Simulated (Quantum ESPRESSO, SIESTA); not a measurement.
# In-plane stress of fcc Pt under biaxial strain, QE, PBEsol

Calculated with Quantum ESPRESSO 7.5: PBEsol; plane waves, GBRV 1.5 ultrasoft, 45/270 Ry; k-mesh 8×8×8. The first two cell vectors are strained alike from typed lattice constants; the third vector's length and the atoms are relaxed. The typed cell isn't stress-free: at zero strain the reference's in-plane stress is -3.6 GPa, compression positive.

| in-plane strain (%) | in-plane stress (GPa, compression positive) |
| --- | --- |
| -4 | 9.272 |
| -3 | 5.283 |
| -2 | 1.674 |
| -1 | ? |
| 0 | -3.608 |
| +1 | -5.471 |
| +2 | -6.887 |
| +3 | -7.663 |
| +4 | -8.159 |

Task: Fit a second-order form in the logarithmic strain to the rows given and interpolate to the withheld row.

**Working.**

With u = ln[(1 + ε)/(1 + ε0)], counted from the row at ε0 = +0 % where y0 = -3.608, a second-order form y = y0 + a u + b u² makes v = (y − y0)/u a line in u.

| u | v |
| --- | --- |
| -0.0408220 | -315.516 |
| -0.0304592 | -291.899 |
| -0.0202027 | -261.450 |
| 0.00995033 | -187.230 |
| 0.0198026 | -165.584 |
| 0.0295588 | -137.184 |
| 0.0392207 | -116.036 |

With n = 7: mean u = 0.00100694, mean v = -210.700, Σ(u − ū)² = 0.0058984, Σ(u − ū)(v − v̄) = 14.790. Slope b = 14.790 / 0.0058984 = 2507.5; intercept a = v̄ − b ū = -213.22.

At the withheld row u = -0.01005, v = a + b u = -238.4, and y = y0 + u v.

Prediction at -1: -1.212 GPa. The run gave -1.271 GPa, so the fit is high by 0.059 GPa (4.7 % of the value).

The first-order term gives a biaxial modulus of 213 GPa at ε0. The second-order term makes up 11 % of v at the withheld row. Among the rows given, the largest miss of the fit is at -3, by 0.070 GPa (0.40 % of the range of the table).

Limits: The nuclei are static. The DFT runs use Fermi–Dirac occupations of width 0.1 eV, and energies are free energies.

[Hosts, paths, dates, database ids (printed as entryN), source tags and the programs' standing remarks are cut or masked in the printed files.]
